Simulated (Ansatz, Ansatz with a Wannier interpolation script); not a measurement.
## Si2MoN4 (MoSi2N4-type monolayer): quasiparticle bands by Wannier interpolation

Aim: the G0W0 bands of Si2MoN4 (MoSi2N4-type monolayer) along the symmetry lines, with the gap off the mesh.

Method: PBEsol, Wannier functions and G0W0, plane waves, PAW, in Ansatz 0.2.0.

Report form: the programs' logs are mostly left out.

## 1. Starting point

The cell holds 7 atoms: 1 Mo, 4 N and 2 Si. Cell: a = 2.890 Å, b = 2.890 Å, c = 37.100 Å, α = 90.0°, β = 90.0°, γ = 120.0°. Vacuum lies along c.

Coordinates:

```cif
data_structure
_symmetry_space_group_name_H-M 'P 1'
_symmetry_Int_Tables_number 1
_cell_length_a 2.8899
_cell_length_b 2.8899
_cell_length_c 37.1000
_cell_angle_alpha 90.000
_cell_angle_beta 90.000
_cell_angle_gamma 120.000
_cell_volume 268.33
loop_
_atom_site_label
_atom_site_type_symbol
_atom_site_fract_x
_atom_site_fract_y
_atom_site_fract_z
_atom_site_occupancy
Mo1 Mo 0.00000 0.00000 0.50000 1
N2 N 0.33333 0.66667 0.53330 1
N3 N 0.33333 0.66667 0.46670 1
Si4 Si 0.33333 0.66667 0.58020 1
Si5 Si 0.33333 0.66667 0.41980 1
N6 N 0.66667 0.33333 0.59391 1
N7 N 0.66667 0.33333 0.40609 1
```

The structure was relaxed with PBEsol. The structure was generated from a model, not taken from a measurement. The runs that relaxed it are not among those shown. The default PAW set here is soft_2. Its files were made with PBE. The Coulomb interaction is cut off across the vacuum.

## 2. PBEsol bands

Levels along a band path, at the cheap level, show where the edges lie and whether the meshes to come will hold them.

This step: DFT, PBEsol, plane waves, PAW.

The input, input.yaml:

```yaml
crystal:
  lattice:
    - [2.8899029697, 0.0, 0.0]
    - [-1.4449514849, 2.5027293863, 0.0]
    - [0.0, 0.0, 37.1]
  atoms:
    - { symbol: Mo, position: [0.0, 0.0, 0.5] }
    - { symbol: "N", position: [0.3333333333, 0.6666666667, 0.5332982586] }
    - { symbol: "N", position: [0.3333333333, 0.6666666667, 0.4667017414] }
    - { symbol: Si, position: [0.3333333333, 0.6666666667, 0.580201143] }
    - { symbol: Si, position: [0.3333333333, 0.6666666667, 0.419798857] }
    - { symbol: "N", position: [0.6666666667, 0.3333333333, 0.593910376] }
    - { symbol: "N", position: [0.6666666667, 0.3333333333, 0.406089624] }
  periodic: [true, true, false]
kpoints:
  mp_grid: { grid: [12, 12, 1] }
  band_path:
    path:
      - [0, 0, 0]
      - [0.5, 0, 0]
      - [0.3333333333333, 0.3333333333333, 0]
      - [0, 0, 0]
    npoints: 10
hamiltonian:
  xc: pbesol
scf:
  occupations: { method: fermi_dirac, width: 0.02 }
  n_extra_bands: 131
output:
  eigenvalues: true
  fatbands: true
  write_density: true
  write_potential: true
  elf: true
  volumetric_format: npy
```

Command:

```bash
$ ansatz run input.yaml --threads 3 --pin off --max-ram 92160MiB --backend cuda --events-out ev --progress --plain --runs-dir out --devices 1 --max-vram 13GiB  # rebuilt from the run's record
```

Run time: 21 s. Hardware: 1 × NVIDIA H100 80GB HBM3 (shared by 6 runs) with 3 threads of AMD EPYC 7R13 (Zen 3), shared host; peak memory 1.2 GiB.

This step gave:

```yaml
filled_bands: 21
gap: 1.728 eV
valence_top_at: Γ
conduction_bottom_at: K
least_direct_gap: 2.100 eV
```

The gap is indirect, with the least direct gap 0.37 eV higher.

Electronic bands along the path, in eV, zero at the top of the highest nominally filled band:

```
  point  band 18  band 19  band 20  band 21  band 22  band 23  band 24  band 25
      Γ    -2.65    -2.65    -2.37     0.00     2.83     2.83     3.11     3.11
halfway    -3.39    -3.05    -2.31    -1.16     2.73     2.78     3.37     4.32
      M    -2.81    -2.03    -1.97    -1.07     2.30     2.80     3.15     3.50
halfway    -3.22    -2.48    -2.12    -0.78     2.44     3.58     3.85     4.21
      K    -3.09    -2.65    -2.28    -0.37     1.73     4.13     4.99     5.06
halfway    -2.97    -2.76    -2.36    -1.34     2.75     2.97     3.53     4.56
      Γ    -2.65    -2.65    -2.37     0.00     2.83     2.83     3.11     3.11
```

Valence density in the ca plane at fractional y = 0.667, with atoms of N and Si within 0.2 Å of it. It is the smooth field of the valence electrons, not physical close to the nuclei.

Ten steps, logarithmic in the rise over the least value, from '0' (0.0 e/Å³) to '9' (3.5 e/Å³), each cell a mean:
```
00000000000135665433445776543334665421000000
00000000000235665433445776443334665421000000
00000000000135665445566666665445665421000000
00000000000124554567887556887654554310000000
00000000000124433579998557999864344310000000
00000000000124433579998557999864344310000000
00000000000124554567887556888654554310000000
00000000000135665445666666665445665321000000
```
Columns run along c (16.0 Å, from fractional 0.27 to 0.70 of the cell), rows up along a (2.9 Å). Atoms in or near the plane, at fractional coordinates: N at (0.53, 0.33), N at (0.47, 0.33), Si at (0.58, 0.33), Si at (0.42, 0.33).

ELF in the ca plane at fractional y = 0.667, with atoms of N and Si within 0.2 Å of it. It is the smooth field of the valence electrons, not physical close to the nuclei.

Values, 5 rows by 16 columns, each cell a mean:
```
0.00 0.00 0.00 0.08 0.51 0.68 0.22 0.14 0.34 0.19 0.12 0.46 0.67 0.30 0.02 0.00
0.00 0.00 0.00 0.05 0.41 0.69 0.31 0.48 0.27 0.35 0.40 0.47 0.65 0.21 0.01 0.00
0.00 0.00 0.00 0.01 0.17 0.29 0.54 0.66 0.39 0.59 0.73 0.31 0.31 0.07 0.00 0.00
0.00 0.00 0.00 0.01 0.13 0.21 0.60 0.52 0.42 0.54 0.68 0.33 0.20 0.05 0.00 0.00
0.00 0.00 0.00 0.03 0.32 0.62 0.39 0.67 0.28 0.49 0.58 0.43 0.58 0.15 0.01 0.00
```
Columns run along c (16.0 Å, from fractional 0.27 to 0.70 of the cell), rows up along a (2.9 Å). Atoms in or near the plane, at fractional coordinates: N at (0.53, 0.33), N at (0.47, 0.33), Si at (0.58, 0.33), Si at (0.42, 0.33).

## 3. Wannier functions (Mo:5s Mo:4d N:2p Si:3s Si:3p) on 24×24×1

Localised functions give a small Hamiltonian that interpolates between mesh points at no cost.

This step: maximally localised Wannier functions, PBEsol, plane waves, PAW.

input.yaml, the sections that differ from step 2:

```yaml
kpoints:
  mp_grid: { grid: [12, 12, 1] }
scf:
  occupations: { method: fixed }
  n_extra_bands: 131
output:
  wannier:
    kmesh: [24, 24, 1]
    projections:
      - { species: Mo, l: s, shell: 5 }
      - { species: Mo, l: d, shell: 4 }
      - { species: "N", l: p, shell: 2 }
      - { species: Si, l: s, shell: 3 }
      - { species: Si, l: p, shell: 3 }
    minimise: true
    write_hr: true
    seedname: w
    conv_tol: 1.0e-07
    max_iter: 4000
    disentanglement:
      window: [-15.65, 16.48]
      frozen_window: [-15.65, -0.16]
      conv_tol: 1.0e-08
# crystal, hamiltonian: as in step 2
```

It took 67 s on 1 × NVIDIA H100 80GB HBM3 (shared by 6 runs) with 3 threads; peak memory 3 GiB; 1.8 min of CPU time.

w.win, one line in 2:

```text
! ansatz wannier90 interface
! states of the run's bands (counted from 1): 1-76
num_wann  = 26
conv_tol = 1e-7
dis_win_min = -15.65
dis_froz_min = -15.65
dis_num_iter = 10000
guiding_centres = true
write_hr = true
begin unit_cell_cart
        2.889902969739092   2.8867500290009963e-11                      0.0
                      0.0                      0.0                     37.1

Mo    -4.758098676895717e-17  -5.2867763078234667e-17                      0.5
N        0.33333333333333326       0.6666666666666666             0.4667017414
Si       0.33333333333333326       0.6666666666666666              0.419798857
N         0.6666666666666666      0.33333333333333326              0.406089624
```

Numbers from this step:

| Quantity | Value |
| --- | --- |
| gauge-invariant spread | 30.91 Å² |
| diagonal spread | 0.2251 Å² |
| off-diagonal spread | 1.590 Å² |
| total spread | 32.73 Å² |
| least projectability | 0.09583 |
| localisation steps | 42 |
| disentanglement steps | 1547 |
| r.m.s. interpolation error | 3.24e-4 eV |
| r.m.s. error near the gap | 4.61e-4 eV |

Near the gap the model misses directly solved bands by 0.5 meV r.m.s. and by 2 meV at most in the window tested. This tests the starting bands, not the corrections carried with them.

Wannier functions, by row:

| function | x (Å) | y (Å) | z (Å) | spread (Å²) | nearest atom | distance (Å) |
| --- | --- | --- | --- | --- | --- | --- |
| 1 | -0.216 | 0.125 | 18.55 | 1.842 | Mo1 | 0.25 |
| 2 | 0 | 0 | 18.55 | 1.188 | Mo1 | 0 |
| 3 | -0.002 | 0.01 | 18.55 | 1.307 | Mo1 | 0.01 |
| 4 | 0.002 | -0.01 | 18.55 | 1.307 | Mo1 | 0.01 |
| 5 | 0 | -0.25 | 18.55 | 1.843 | Mo1 | 0.25 |
| 6 | 0.216 | 0.125 | 18.55 | 1.842 | Mo1 | 0.25 |
| 7 | 0.005 | 1.665 | 19.75 | 0.909 | N2 | 0.038 |
| 8 | -0.01 | 1.657 | 19.81 | 0.982 | N2 | 0.03 |
| 9 | 0.005 | 1.683 | 19.81 | 0.982 | N2 | 0.03 |
| 10 | -0.005 | 1.665 | 17.35 | 0.909 | N3 | 0.038 |
| 11 | 0.01 | 1.657 | 17.29 | 0.982 | N3 | 0.03 |
| 12 | -0.005 | 1.683 | 17.29 | 0.982 | N3 | 0.03 |
| 13 | 1.513 | 0.874 | 22.05 | 0.942 | N6 | 0.08 |
| 14 | 1.376 | 0.874 | 22.05 | 0.942 | N6 | 0.08 |
| 15 | 1.445 | 0.755 | 22.05 | 0.942 | N6 | 0.08 |
| 16 | 1.513 | 0.874 | 15.05 | 0.942 | N7 | 0.08 |
| 17 | 1.376 | 0.874 | 15.05 | 0.942 | N7 | 0.08 |
| 18 | 1.445 | 0.755 | 15.05 | 0.942 | N7 | 0.08 |
| 19 | -0.693 | 2.068 | 21.29 | 1.368 | Si4 | 0.834 |
| 20 | -0.693 | 2.068 | 15.81 | 1.368 | Si5 | 0.834 |
| 21 | 0 | 1.668 | 22.63 | 1.895 | Si4 | 1.106 |
| 22 | 0.693 | 2.068 | 21.29 | 1.368 | Si4 | 0.834 |
| 23 | 0 | 0.869 | 21.29 | 1.368 | Si4 | 0.834 |
| 24 | 0 | 1.668 | 14.47 | 1.895 | Si5 | 1.106 |
| 25 | 0.693 | 2.068 | 15.81 | 1.368 | Si5 | 0.834 |
| 26 | 0 | 0.869 | 15.81 | 1.368 | Si5 | 0.834 |

Frozen up to 5.23 eV; above it the model need not follow the bands. Electronic bands along the path, in eV, zero at the valence-band top:

(Unchanged from step 2.)

The same for Kohn-Sham, solved directly:

```csv
point,band 18,band 19,band 20,band 21,band 22,band 23,band 24,band 25
Γ,-2.65,-2.65,-2.37,0.00,2.83,2.83,3.11,3.11
M,-2.81,-2.03,-1.97,-1.07,2.30,2.80,3.15,3.50
K,-3.09,-2.65,-2.28,-0.37,1.73,4.13,4.99,5.06
Γ,-2.65,-2.65,-2.37,0.00,2.83,2.83,3.11,3.11
```

## 4. G0W0 at every point of the mesh: 12×12×1 mesh, 435 empty bands, screening to 80 eV

G0W0 replaces the xc potential by the self-energy, built once from these orbitals. Only a window of levels is corrected, while the sums run over the empty bands that the input names.

This step: G0W0 on PBEsol, plane waves, PAW.

input.yaml, the sections that differ from step 3:

```yaml
scf:
  occupations: { method: fixed }
gw:
  n_empty_bands: 435
  ecut_chi: 80.0
  qp_bands: [v13, c8]
  screening: { model: contour_deformation }
# crystal, kpoints, hamiltonian: as in step 3
# output: removed
```

The job ended after 12 min (1 × NVIDIA H100 80GB HBM3 (shared by 6 runs) with 3 threads; peak memory 2.8 GiB).

This step gave:

| Item | Value |
| --- | --- |
| bands summed | 456 |
| plane waves in the screening matrix | 427 |
| q-points in the mesh | 144 |
| G0W0 gap on the mesh | 2.637 eV |
| k of the valence top | 0, 0, 0 |
| k of the conduction bottom | 0.3333, 0.3333, 0 |
| starting gap on the mesh | 1.728 eV |
| Z at the valence top | 0.7585 |
| Z at the conduction bottom | 0.7550 |
| least direct G0W0 gap on the computed points | 2.956 eV |

The gap on the mesh goes from 1.73 eV to 2.64 eV, a correction of +0.91 eV. Between the two edge states, bare exchange in place of the xc potential would open the gap by 5.26 eV, and correlation takes back 4.36 eV.

## 5. Interpolating the corrections

A script adds the corrections, carried to the Wannier functions and back, to the PBEsol levels, along the path and on a 26×26×1 mesh.

```
G0W0 gap over the zone     : 2.637 eV
valence top at             : Γ
conduction bottom at       : K
starting gap over the zone : 1.728 eV
least direct G0W0 gap      : 2.956 eV
G0W0 gap on the mesh       : 2.637 eV
valence width, start       : 10.12 eV
valence width, G0W0        : 11.13 eV
gap by a rigid shift       : 2.637 eV
```

Levels solved directly plus the interpolated quasiparticle correction. Limits: finite bands, cutoff and mesh; gap short on this mesh; no spin-orbit coupling. The quasiparticle bands at the labelled points (eV, zero at the valence-band top of each set):

```csv
point,band 18,band 19,band 20,band 21,band 22,band 23,band 24,band 25
Γ,-2.93,-2.78,-2.78,0.00,3.79,3.79,4.16,4.16
halfway,-3.75,-3.24,-2.84,-1.23,3.70,3.71,4.37,5.39
M,-3.60,-2.61,-2.25,-1.23,3.16,3.73,4.19,4.48
halfway,-3.73,-3.08,-2.74,-0.82,3.41,4.52,4.83,5.20
K,-3.48,-3.48,-2.96,-0.32,2.64,5.10,6.03,6.07
halfway,-3.30,-3.22,-2.78,-1.40,3.68,3.96,4.55,5.60
Γ,-2.93,-2.78,-2.78,0.00,3.79,3.79,4.16,4.16
```

The same for PBEsol:

(Unchanged from step 3.)

Corrections by starting level (eV, on the run's own energy scale, so only their differences matter):

| start | correction |
| --- | --- |
| -10.12 | −0.93 |
| -8.48 | −0.41 |
| -6.63 | −0.84 |
| -5.88 | −0.40 |
| -5.12 | −0.36 |
| -4.42 | −0.76 |
| -3.74 | −0.59 |
| -2.94 | −0.38 |
| -2.36 | −0.34 |
| -0.78 | +0.03 |
| 0.00 | +0.08 |
| 2.54 | +0.95 |
| 2.78 | +1.01 |
| 3.26 | +1.09 |
| 4.47 | +0.94 |
| 5.02 | +1.14 |
| 6.24 | +0.34 |
| 7.60 | +0.99 |

## 6. PBEsol+SOC bands, for comparison

Spin-orbit coupling can split or shift the edges; a non-collinear run measures by how much.

This step: DFT, PBEsol with spin-orbit coupling, plane waves, PAW.

input.yaml, the sections that differ from step 4:

```yaml
kpoints:
  mp_grid: { grid: [12, 12, 1] }
  band_path:
    path:
      - [0, 0, 0]
      - [0.5, 0, 0]
      - [0.3333333333333, 0.3333333333333, 0]
      - [0, 0, 0]
    npoints: 10
scf:
  occupations: { method: fermi_dirac, width: 0.02 }
  n_extra_bands: 12
magnetization:
  noncollinear: true
  spin_orbit: true
output:
  eigenvalues: true
# crystal, hamiltonian: as in step 4
# gw: removed
```

Elapsed: 17 s, on 1 × NVIDIA H100 80GB HBM3 (shared by 6 runs) with 3 threads; peak memory 1.3 GiB; 37 s of CPU time.

Numbers from this step:

```yaml
filled_bands: 42
gap: 1.726 eV
valence_top_at: Γ
conduction_bottom_at: K
least_direct_gap: 2.033 eV
```

The gap is that of PBEsol.

The electronic bands at the labelled points (eV, zero at the top of the highest nominally filled band):

| point | band 39 | band 40 | band 41 | band 42 | band 43 | band 44 | band 45 | band 46 |
| --- | --- | --- | --- | --- | --- | --- | --- | --- |
| Γ | -2.38 | -2.38 | 0.00 | 0.00 | 2.78 | 2.78 | 2.87 | 2.87 |
| halfway | -2.31 | -2.31 | -1.16 | -1.16 | 2.70 | 2.70 | 2.80 | 2.80 |
| M | -1.96 | -1.96 | -1.07 | -1.07 | 2.30 | 2.30 | 2.80 | 2.80 |
| halfway | -2.12 | -2.11 | -0.82 | -0.73 | 2.42 | 2.47 | 3.57 | 3.60 |
| K | -2.30 | -2.27 | -0.44 | -0.31 | 1.73 | 1.73 | 4.04 | 4.22 |
| halfway | -2.36 | -2.35 | -1.36 | -1.32 | 2.70 | 2.79 | 2.95 | 2.99 |
| Γ | -2.38 | -2.38 | 0.00 | 0.00 | 2.78 | 2.78 | 2.87 | 2.87 |

## 7. HSE06 bands, for comparison

This step: DFT, HSE06, plane waves, PAW.

input.yaml, as its differences from that of step 6:

```diff
@@ -15,3 +15,3 @@
 kpoints:
-  mp_grid: { grid: [12, 12, 1] }
+  mp_grid: { grid: [6, 6, 1] }
   band_path:
@@ -24,10 +24,11 @@
 hamiltonian:
-  xc: pbesol
+  xc: hse06
 scf:
-  occupations: { method: fermi_dirac, width: 0.02 }
-  n_extra_bands: 12
-magnetization:
-  noncollinear: true
-  spin_orbit: true
+  occupations: { method: fixed }
+  n_extra_bands: 6
 output:
   eigenvalues: true
+  write_density: true
+  write_potential: true
+  elf: true
+  volumetric_format: npy
```

Elapsed: 53 s, on 1 × NVIDIA H100 80GB HBM3 (shared by 6 runs) with 3 threads; peak memory 1.6 GiB; 1.9 min of CPU time.

This step gave:

| Quantity | Value |
| --- | --- |
| filled bands | 21 |
| gap | 2.290 eV |
| valence top at | Γ |
| conduction bottom at | K |
| least direct gap | 2.593 eV |

The gap stands +0.56 eV against PBEsol.

Electronic bands along the path, in eV, zero at the top of the highest nominally filled band:

| point | band 18 | band 19 | band 20 | band 21 | band 22 | band 23 | band 24 | band 25 |
| --- | --- | --- | --- | --- | --- | --- | --- | --- |
| Γ | -2.92 | -2.92 | -2.74 | 0.00 | 3.73 | 3.73 | 4.18 | 4.18 |
| halfway | -3.87 | -3.44 | -2.68 | -1.26 | 3.61 | 3.65 | 4.47 | 5.49 |
| M | -3.26 | -2.35 | -2.33 | -1.15 | 3.40 | 3.87 | 4.05 | 4.45 |
| halfway | -3.67 | -2.85 | -2.51 | -0.80 | 3.15 | 4.74 | 4.86 | 5.41 |
| K | -3.46 | -3.11 | -2.67 | -0.30 | 2.29 | 5.18 | 6.21 | 6.34 |
| halfway | -3.35 | -3.15 | -2.72 | -1.46 | 3.60 | 3.86 | 4.64 | 5.76 |
| Γ | -2.92 | -2.92 | -2.74 | 0.00 | 3.73 | 3.73 | 4.18 | 4.18 |

## 8. What came out

| Item | Value |
| --- | --- |
| PBEsol gap | 1.73 eV |
| G0W0 gap over the zone | 2.64 eV, indirect |
| least direct G0W0 gap, in the model | 2.96 eV |
| with the spin-orbit change | 2.63 eV |
| GW settings | 12×12×1 mesh, 435 empty bands, screening to 80 eV |
| known limits | not at the basis limit; no spin-orbit coupling |

**Reading.** The Wannier model follows the PBEsol bands to under 1 meV r.m.s. near the gap. The G0W0 gap over the zone is 2.64 eV, indirect, from Γ to K; on the mesh alone it is 2.64 eV, nearly the same. The valence width in the model goes from 10.12 eV to 11.13 eV. PBEsol+SOC gives a gap of 1.73 eV on the same path, a spin-orbit change of −0.003 eV that would bring the G0W0 gap to 2.63 eV. HSE06 gives a gap of 2.29 eV on the same path. Bands and cutoff are finite, so the gap is not at the basis limit. The miss can reach some tenths of an eV and take either sign; the mesh is an error of its own. Above the frozen window of the model the interpolated levels need not meet the computed ones, even at points of the mesh.

[Paths, hosts, dates, memory and timing lines, banners, echoed tables and standing remarks are left out of the program output.]

[Logs are printed without paths, hosts, clocks, repeated set-up lines and the standing remarks that a program may print on its own settings, such as how far it seeks lower states.]

[Runs of the session that timed out or met a known fault of the program may be left out.]

[Hosts, paths, dates, database ids (printed as entryN), source tags and the programs' standing remarks are cut or masked in the printed files.]
